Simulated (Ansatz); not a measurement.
**Band gap of LiGeN (P6_3mc) from density functionals to GW**

Aim: the gap of LiGeN (P6_3mc) at several levels of theory on one structure, with the time that each takes.

Main program and level: Ansatz 0.2.0; density functionals, hybrids and G0W0, plane waves, PAW.

This is a report of a sequence of runs, with most program output left out.

In doubt: masses and optical values from hybrid runs of this build are listed as unsure (step 11), which bears on the screening that GW takes from such a start.

### 1. Starting point

It takes space group P6_3mc (No. 186, hexagonal). The conventional cell has a = 3.012 Å, b = 3.012 Å, c = 9.419 Å, α = 90.00°, β = 90.00°, γ = 120.00°. Nearest to Li lie 3 N at 2.18 Å. Nearest to Ge lie 3 N at 2.00 Å. N has 3 Ge at 2.00 Å and 3 Li at 2.18 Å nearest. Farther neighbours and most contacts between anions are not listed.

Structure file:

```cif
data_structure
_symmetry_space_group_name_H-M 'P6_3mc'
_symmetry_Int_Tables_number 186
_cell_length_a 3.0124
_cell_length_b 3.0124
_cell_length_c 9.4195
_cell_angle_alpha 90.000
_cell_angle_beta 90.000
_cell_angle_gamma 120.000
_cell_volume 74.03
loop_
_atom_site_label
_atom_site_type_symbol
_atom_site_symmetry_multiplicity
_atom_site_Wyckoff_symbol
_atom_site_fract_x
_atom_site_fract_y
_atom_site_fract_z
_atom_site_occupancy
Li1 Li 2 b 0.66667 0.33333 0.74339 1
Ge1 Ge 2 a 0.00000 0.00000 0.49802 1
N1 N 2 b 0.33333 0.66667 0.60322 1
```

The cell and positions are those that the Materials Project relaxed with its own functionals (PBE, PBE+U or r2SCAN), kept fixed. At the settings of the band run the largest force is still 0.08 eV/Å.

The logs state that the PAW files were generated under PBE.

### 2. LDA on the 12×12×4 mesh

This step: DFT, LDA, plane waves, PAW; PAW set soft_1.

input.yaml reads:

```yaml
crystal:
  lattice:
    - [3.0124085355, 0.0, 0.0]
    - [-1.5062042677, 2.6088223183, 0.0]
    - [0.0, 0.0, 9.419459]
  atoms:
    - { symbol: Li, position: [0.66666667, 0.33333333, 0.743392] }
    - { symbol: Li, position: [0.33333333, 0.66666667, 0.243392] }
    - { symbol: Ge, position: [0.0, 0.0, 0.498023] }
    - { symbol: Ge, position: [0.0, 0.0, 0.998023] }
    - { symbol: "N", position: [0.33333333, 0.66666667, 0.603223] }
    - { symbol: "N", position: [0.66666667, 0.33333333, 0.103223] }
kpoints:
  mp_grid: { grid: [12, 12, 4] }
  band_path:
    path:
      - [0.0, 0.0, 0.0]
      - [0.5, 0.0, 0.0]
      - [0.33333333, 0.33333333, 0.0]
      - [0.0, 0.0, 0.5]
      - [0.5, 0.0, 0.5]
      - [0.33333333, 0.33333333, 0.5]
      - [0.133333332, 0.133333332, 0.0]
      - [0.45, 0.0, 0.0]
    npoints: 1
hamiltonian:
  xc: lda
  pseudopotentials: { kind: paw, azcp: { folder: soft_1 }, xc_functional: pbe }
scf:
  occupations: { method: fixed }
  n_extra_bands: 6
output:
  eigenvalues: true
  forces: true
  stress: true
  write_density: true
  write_potential: true
  elf: true
  volumetric_format: npy
```

Command:

```
> ansatz run input.yaml --threads 3 --pin off --max-ram 92160MiB --backend cuda --events-out ev --progress --plain --runs-dir out --devices 1 --max-vram 13GiB
```

The job ended after 7.9 s (1 × NVIDIA H100 80GB HBM3 (shared by 6 runs) with 3 threads of AMD EPYC 7R13 (Zen 3), shared host; peak memory 0.93 GiB; 6.6 s of CPU time).

Numbers from this step:

- pressure: -6.282 GPa
- gap: 1.430 eV
- valence top at: k = (0.133, 0.133, 0.000)
- conduction bottom at: M
- least direct gap: 2.402 eV

Over mesh and listed points the gap is 1.430 eV, from k = (0.133, 0.133, 0.000) to k = (0.500, 0.000, 0.000). The least direct gap found is 2.402 eV, at k = (0.450, 0.000, 0.000). On the 12×12×4 mesh alone the same run gives 1.433 eV, so that mesh misses an edge of LDA: 1.433 − 1.430 = +0.003 eV. The pressure in this cell is -6 GPa; the cell is kept.

### 3. PBEsol on the 12×12×4 mesh

This step: DFT, PBEsol, plane waves, PAW; PAW set soft_1.

Changes to input.yaml since step 2:

```diff
@@ -26,3 +26,3 @@
 hamiltonian:
-  xc: lda
+  xc: pbesol
   pseudopotentials: { kind: paw, azcp: { folder: soft_1 }, xc_functional: pbe }
```

Elapsed: 10 s, on 1 × NVIDIA H100 80GB HBM3 (shared by 6 runs) with 3 threads; peak memory 0.95 GiB.

This step gave:

* pressure: -3.105 GPa
* gap: 1.415 eV
* valence top at: k = (0.133, 0.133, 0.000)
* conduction bottom at: M
* least direct gap: 2.383 eV

Over mesh and listed points the gap is 1.415 eV, from k = (0.133, 0.133, 0.000) to k = (0.500, 0.000, 0.000). The least direct gap found is 2.383 eV, at k = (0.450, 0.000, 0.000). On the 12×12×4 mesh alone the same run gives 1.418 eV, so that mesh misses an edge of PBEsol: 1.418 − 1.415 = +0.003 eV. PBEsol against LDA: 1.415 − 1.430 = −0.015 eV, with the same mesh, files and cutoff, and both edges at the same k points.

### 4. PBE on the 12×12×4 mesh

Levels along a band path and on the mesh show where this functional puts the band edges.

This step: DFT, PBE, plane waves, PAW; PAW set soft_1.

input.yaml, the sections that differ from step 3:

```yaml
kpoints:
  mp_grid: { grid: [12, 12, 4] }
  band_path:
    path:
      - [[0.0, 0.0, 0.0], [0.5, 0.0, 0.0], [0.33333333, 0.33333333, 0.0], [0.0, 0.0, 0.0], [0.0, 0.0, 0.5], [0.5, 0.0, 0.5], [0.33333333, 0.33333333, 0.5], [0.0, 0.0, 0.5]]
      - [[0.5, 0.0, 0.5], [0.5, 0.0, 0.0]]
      - [[0.33333333, 0.33333333, 0.5], [0.33333333, 0.33333333, 0.0]]
    npoints: 10
hamiltonian:
  xc: pbe
  pseudopotentials: { kind: paw, azcp: { folder: soft_1 } }
scf:
  occupations: { method: fermi_dirac, width: 0.02 }
  n_extra_bands: 6
# crystal, output: as in step 3
```

Run time: 6.9 s. Hardware: 1 × NVIDIA H100 80GB HBM3 (shared by 6 runs) with 3 threads; peak memory 0.96 GiB; 7.1 s of CPU time.

Numbers from this step:

| Item | Value |
| --- | --- |
| pressure | 0.2583 GPa |
| gap | 1.458 eV |
| valence top at | k = (0.133, 0.133, 0.000) |
| conduction bottom at | M |
| least direct gap | 2.418 eV |

Over mesh and path the gap is 1.458 eV, from k = (0.133, 0.133, 0.000) to k = (0.500, 0.000, 0.000). The least direct gap found is 2.418 eV, at k = (0.450, 0.000, 0.000). On the 12×12×4 mesh alone the same run gives 1.461 eV, so that mesh misses an edge of PBE: 1.461 − 1.458 = +0.003 eV. PBE against PBEsol: 1.458 − 1.415 = +0.043 eV, with the same mesh, files and cutoff, and both edges at the same k points.

### 5. PBE+SOC on the 12×12×4 mesh

This run has two-component orbitals with spin-orbit coupling.

This step: DFT, PBE with spin-orbit coupling, plane waves, PAW; PAW set soft_1.

input.yaml reads:

```yaml
crystal:
  lattice:
    - [3.0124085355, 0.0, 0.0]
    - [-1.5062042677, 2.6088223183, 0.0]
    - [0.0, 0.0, 9.419459]
  atoms:
    - { symbol: Li, position: [0.66666667, 0.33333333, 0.743392] }
    - { symbol: Li, position: [0.33333333, 0.66666667, 0.243392] }
    - { symbol: Ge, position: [0.0, 0.0, 0.498023] }
    - { symbol: Ge, position: [0.0, 0.0, 0.998023] }
    - { symbol: "N", position: [0.33333333, 0.66666667, 0.603223] }
    - { symbol: "N", position: [0.66666667, 0.33333333, 0.103223] }
kpoints:
  mp_grid: { grid: [12, 12, 4] }
  band_path:
    path:
      - [0.0, 0.0, 0.0]
      - [0.5, 0.0, 0.0]
      - [0.33333333, 0.33333333, 0.0]
      - [0.0, 0.0, 0.5]
      - [0.5, 0.0, 0.5]
      - [0.33333333, 0.33333333, 0.5]
      - [0.133333332, 0.133333332, 0.0]
      - [0.45, 0.0, 0.0]
    npoints: 1
hamiltonian:
  xc: pbe
  pseudopotentials: { kind: paw_fr, azcp: { folder: soft_1 } }
scf:
  occupations: { method: fixed }
  n_extra_bands: 12
magnetization:
  noncollinear: true
  spin_orbit: true
output:
  eigenvalues: true
  forces: true
  stress: true
```

Wall time 7.2 s (1 × NVIDIA H100 80GB HBM3 (shared by 6 runs) with 3 threads); peak memory 0.96 GiB.

Numbers from this step:

- pressure: 0.2474 GPa
- gap: 1.454 eV
- valence top at: k = (0.133, 0.133, 0.000)
- conduction bottom at: M
- least direct gap: 2.395 eV

Over mesh and listed points the gap is 1.454 eV, from k = (0.133, 0.133, 0.000) to k = (0.500, 0.000, 0.000). The least direct gap found is 2.395 eV, at k = (0.450, 0.000, 0.000). PBE+SOC against PBE: 1.454 − 1.458 = −0.004 eV, with the same mesh, set of files (read in its fully relativistic form for the spin-orbit run) and cutoff, and both edges at the same k points. The spin-orbit run sees mesh and listed points alone, so its gap is an upper bound: the coupling can move an edge off these points, the more so as this crystal has no centre of inversion, and the change over the zone, its sign included where it is small, is not known.

### 6. r2SCAN on the 12×12×4 mesh

r2SCAN is a meta-GGA: it depends on the kinetic-energy density as well as on the density and its gradient.

This step: DFT, r2SCAN, plane waves, PAW; PAW set soft_1.

Changes to input.yaml since step 5:

```diff
@@ -26,10 +26,7 @@
 hamiltonian:
-  xc: pbe
-  pseudopotentials: { kind: paw_fr, azcp: { folder: soft_1 } }
+  xc: r2scan
+  pseudopotentials: { kind: paw, azcp: { folder: soft_1 } }
 scf:
   occupations: { method: fixed }
-  n_extra_bands: 12
-magnetization:
-  noncollinear: true
-  spin_orbit: true
+  n_extra_bands: 6
 output:
```

Elapsed: 9.5 s, on 1 × NVIDIA H100 80GB HBM3 (shared by 6 runs) with 3 threads; peak memory 1 GiB.

Numbers from this step:

```
pressure             : -2.912 GPa
gap                  : 1.778 eV
valence top at       : k = (0.133, 0.133, 0.000)
conduction bottom at : M
least direct gap     : 2.764 eV
```

Over mesh and listed points the gap is 1.778 eV, from k = (0.133, 0.133, 0.000) to k = (0.500, 0.000, 0.000). The least direct gap found is 2.764 eV, at k = (0.450, 0.000, 0.000). On the 12×12×4 mesh alone the same run gives 1.783 eV, so that mesh misses an edge of r2SCAN: 1.783 − 1.778 = +0.005 eV. r2SCAN against PBE: 1.778 − 1.458 = +0.320 eV. The runs also differ in plane-wave cutoff (420 eV and 500 eV), so how much of this comes from the functional alone is not known.

### 7. HSE06 on the 6×6×2 mesh

HSE06 mixes in a quarter of exact exchange at short range.

This step: DFT, HSE06, plane waves, PAW; PAW set soft_1.

Changes to input.yaml since step 6:

```diff
@@ -13,3 +13,3 @@
 kpoints:
-  mp_grid: { grid: [12, 12, 4] }
+  mp_grid: { grid: [6, 6, 2] }
   band_path:
@@ -26,3 +26,3 @@
 hamiltonian:
-  xc: r2scan
+  xc: hse06
   pseudopotentials: { kind: paw, azcp: { folder: soft_1 } }
@@ -33,3 +33,5 @@
   eigenvalues: true
-  forces: true
-  stress: true
+  write_density: true
+  write_potential: true
+  elf: true
+  volumetric_format: npy
```

Run time: 20 s. Hardware: 1 × NVIDIA H100 80GB HBM3 (shared by 6 runs) with 3 threads; peak memory 1.3 GiB; 27 s of CPU time.

Numbers from this step:

- gap: 2.232 eV
- valence top at: k = (0.167, 0.167, 0.000)
- conduction bottom at: M
- least direct gap: 3.180 eV
- exact-exchange fraction: 0.25

Over mesh and listed points the gap is 2.232 eV, from k = (0.167, 0.167, 0.000) to k = (0.500, 0.000, 0.000). The least direct gap found is 3.180 eV, at k = (0.500, 0.000, 0.000). HSE06 against PBE: 2.232 − 1.458 = +0.774 eV. The runs also differ in mesh (12×12×4 and 6×6×2), and the valence top lies at another k point, so how much of this comes from the functional alone is not known.

### 8. PBE0 on the 6×6×2 mesh

PBE0 mixes in a quarter of exact exchange at all distances.

This step: DFT, PBE0, plane waves, PAW; PAW set soft_1.

Changes to input.yaml since step 7:

```diff
@@ -26,3 +26,3 @@
 hamiltonian:
-  xc: hse06
+  xc: pbe0
   pseudopotentials: { kind: paw, azcp: { folder: soft_1 } }
```

Run time: 18 s. Hardware: 1 × NVIDIA H100 80GB HBM3 (shared by 6 runs) with 3 threads; peak memory 1.3 GiB; 24 s of CPU time.

Numbers from this step:

- gap: 2.901 eV
- valence top at: K
- conduction bottom at: M
- least direct gap: 3.870 eV
- exact-exchange fraction: 0.25

Over mesh and listed points the gap is 2.901 eV, from k = (0.333, 0.333, 0.000) to k = (0.500, 0.000, 0.000). The least direct gap found is 3.870 eV, at k = (0.500, 0.000, 0.000). PBE0 against HSE06: 2.901 − 2.232 = +0.669 eV. Mesh, set of files and cutoff are the same, but the valence top lies at another k point, so this need not be the shift of one pair of states.

### 9. DDH-PBE0 on the 6×6×2 mesh

The input asks for a share of exact exchange of one over the crystal's ε∞, which the program works out first.

This step: DFT, dielectric-dependent PBE0 (fraction 1/eps_inf of PBE), plane waves, PAW; PAW set soft_1.

Changes to input.yaml since step 8:

```diff
@@ -12,2 +12,3 @@
     - { symbol: "N", position: [0.66666667, 0.33333333, 0.103223] }
+  host: atoms
 kpoints:
@@ -26,3 +27,6 @@
 hamiltonian:
-  xc: pbe0
+  xc:
+    exchange: pbe
+    correlation: pbe
+    exx: { coeff: inverse_dielectric }
   pseudopotentials: { kind: paw, azcp: { folder: soft_1 } }
@@ -33,5 +37 @@
   eigenvalues: true
-  write_density: true
-  write_potential: true
-  elf: true
-  volumetric_format: npy
```

Elapsed: 31 s, on 1 × NVIDIA H100 80GB HBM3 (shared by 6 runs) with 3 threads; peak memory 1.6 GiB; 59 s of CPU time.

Numbers from this step:

| Quantity | Value |
| --- | --- |
| gap | 2.189 eV |
| valence top at | k = (0.133, 0.133, 0.000) |
| conduction bottom at | M |
| least direct gap | 3.144 eV |
| exact-exchange fraction | 0.1269 |

Over mesh and listed points the gap is 2.189 eV, from k = (0.133, 0.133, 0.000) to k = (0.500, 0.000, 0.000). The least direct gap found is 3.144 eV, at k = (0.450, 0.000, 0.000). On the 6×6×2 mesh alone the same run gives 2.191 eV, so that mesh misses an edge of DDH-PBE0: 2.191 − 2.189 = +0.002 eV. DDH-PBE0 against PBE0: 2.189 − 2.901 = −0.712 eV. Mesh, set of files and cutoff are the same, but the valence top lies at another k point, so this need not be the shift of one pair of states.

### 10. G0W0@PBE, 6×6×2 mesh, 586 empty bands, screening to 230 eV, PAW set soft_1 files

G0W0 replaces the xc potential by a self-energy built once from the orbitals of the start. Levels are corrected in the window of bands that the input names, at points of the mesh.

This step: G0W0 on PBE, plane waves, PAW; PAW set soft_1.

input.yaml reads:

```yaml
crystal:
  lattice:
    - [3.0124085355, 0.0, 0.0]
    - [-1.5062042677, 2.6088223183, 0.0]
    - [0.0, 0.0, 9.419459]
  atoms:
    - { symbol: Li, position: [0.66666667, 0.33333333, 0.743392] }
    - { symbol: Li, position: [0.33333333, 0.66666667, 0.243392] }
    - { symbol: Ge, position: [0.0, 0.0, 0.498023] }
    - { symbol: Ge, position: [0.0, 0.0, 0.998023] }
    - { symbol: "N", position: [0.33333333, 0.66666667, 0.603223] }
    - { symbol: "N", position: [0.66666667, 0.33333333, 0.103223] }
kpoints:
  mp_grid: { grid: [6, 6, 2] }
hamiltonian:
  xc: pbe
  pseudopotentials: { kind: paw, azcp: { folder: soft_1 } }
scf:
  occupations: { method: fixed }
gw:
  n_empty_bands: 586
  ecut_chi: 230.0
  qp_bands: [v2, c2]
  qp_kpoints: band_edges
  screening: { model: contour_deformation }
```

The job ended after 34 s (1 × NVIDIA H100 80GB HBM3 (shared by 6 runs) with 3 threads; peak memory 2 GiB; 59 s of CPU time).

Numbers from this step:

| Item | Value |
| --- | --- |
| bands summed | 608 |
| RPA ε∞ on this mesh (eigenvalues) | 5.776, 8.505, 8.505 |
| plane waves in the screening matrix | 599 |
| G0W0 gap over the corrected points | 2.185 eV |
| k of the valence top | 0.1667, 0.1667, 0 |
| k of the conduction bottom | 0, -0.5, 0 |
| starting gap on the mesh | 1.467 eV |
| Z at the valence top | 0.7406 |
| Z at the conduction bottom | 0.7739 |
| least direct G0W0 gap over the corrected points | 3.301 eV |

Over 12 of 14 irreducible mesh points the G0W0 gap is 2.185 eV, from k = (0.167, 0.167, 0.000) to k = (0.000, -0.500, 0.000). The PBE gap of this run on the mesh is 1.467 eV. The two states that bound the G0W0 gap lie that far apart at the start, so the correction of the gap is 2.185 − 1.467 = +0.718 eV.

### 11. G0W0@HSE06, 6×6×2 mesh, 586 empty bands, screening to 230 eV, PAW set soft_1 files

This step: G0W0 on HSE06, plane waves, PAW; PAW set soft_1.

Changes to input.yaml since step 10:

```diff
@@ -15,3 +15,3 @@
 hamiltonian:
-  xc: pbe
+  xc: hse06
   pseudopotentials: { kind: paw, azcp: { folder: soft_1 } }
```

Wall time 68 s (1 × NVIDIA H100 80GB HBM3 (shared by 6 runs) with 3 threads); peak memory 2.5 GiB.

This step gave:

```yaml
bands_summed: 608
rpa_eps_infinity_on_this_mesh_eigenvalues: 4.616, 6.633, 6.633
plane_waves_in_the_screening_matrix: 599
g0w0_gap_over_the_corrected_points: 2.582 eV
k_of_the_valence_top: 0.1667, 0.1667, 0
k_of_the_conduction_bottom: 0, -0.5, 0
starting_gap_on_the_mesh: 2.232 eV
z_at_the_valence_top: 0.7716
z_at_the_conduction_bottom: 0.8019
least_direct_g0w0_gap_over_the_corrected_points: 3.691 eV
```

Over 11 of 14 irreducible mesh points the G0W0 gap is 2.582 eV, from k = (0.167, 0.167, 0.000) to k = (0.000, -0.500, 0.000). The HSE06 gap of this run on the mesh is 2.232 eV. The two states that bound the G0W0 gap lie that far apart at the start, so the correction of the gap is 2.582 − 2.232 = +0.350 eV. G0W0@HSE06 against G0W0@PBE with 608 bands: 2.582 − 2.185 = +0.397 eV, with the same mesh, files and cutoffs, and both edges at the same k points.

### 12. G0W0@LDA, 6×6×2 mesh, 586 empty bands, screening to 230 eV, PAW set soft_1 files

This step: G0W0 on LDA, plane waves, PAW; PAW set soft_1.

Changes to input.yaml since step 11:

```diff
@@ -15,4 +15,4 @@
 hamiltonian:
-  xc: hse06
-  pseudopotentials: { kind: paw, azcp: { folder: soft_1 } }
+  xc: lda
+  pseudopotentials: { kind: paw, azcp: { folder: soft_1 }, xc_functional: pbe }
 scf:
```

Elapsed: 53 s, on 1 × NVIDIA H100 80GB HBM3 (shared by 6 runs) with 3 threads; peak memory 2 GiB.

This step gave:

```
bands summed                                    : 608
RPA ε∞ on this mesh (eigenvalues)               : 5.881, 8.593, 8.593
plane waves in the screening matrix             : 599
G0W0 gap over the corrected points              : 2.212 eV
k of the valence top                            : 0.1667, 0.1667, 0
k of the conduction bottom                      : 0, -0.5, 0
starting gap on the mesh                        : 1.440 eV
Z at the valence top                            : 0.7403
Z at the conduction bottom                      : 0.7734
least direct G0W0 gap over the corrected points : 3.297 eV
```

Over 12 of 14 irreducible mesh points the G0W0 gap is 2.212 eV, from k = (0.167, 0.167, 0.000) to k = (0.000, -0.500, 0.000). The LDA gap of this run on the mesh is 1.440 eV. The two states that bound the G0W0 gap lie that far apart at the start, so the correction of the gap is 2.212 − 1.440 = +0.772 eV. G0W0@LDA against G0W0@HSE06 with 608 bands: 2.212 − 2.582 = −0.370 eV, with the same mesh, files and cutoffs, and both edges at the same k points.

(Part 1 of 2 ends here.)

[Paths, hosts, dates, memory and timing lines, banners, echoed tables and standing remarks are left out of the program output.]

[Logs are printed without paths, hosts, clocks, repeated set-up lines and the standing remarks that a program may print on its own settings, such as how far it seeks lower states.]

[Runs of the session that timed out or met a known fault of the program may be left out.]

[Cells called generated may have been cut or substituted from an entry of the Crystallography Open Database or the Materials Project.]

[Hosts, paths, dates, database ids (printed as entryN), source tags and the programs' standing remarks are cut or masked in the printed files.]

[Where an RPA ε∞ is given, it is that of the G0W0 mesh and is not shown converged in it. Names of k-points follow the symmetry that the program found, which can be lower than the space group named. Band edges on a path are those of the sampled points; other points can move an edge, and change direct to indirect where valleys lie close.]

[Hybrid gaps are those of their k-mesh and are not shown converged in it.]
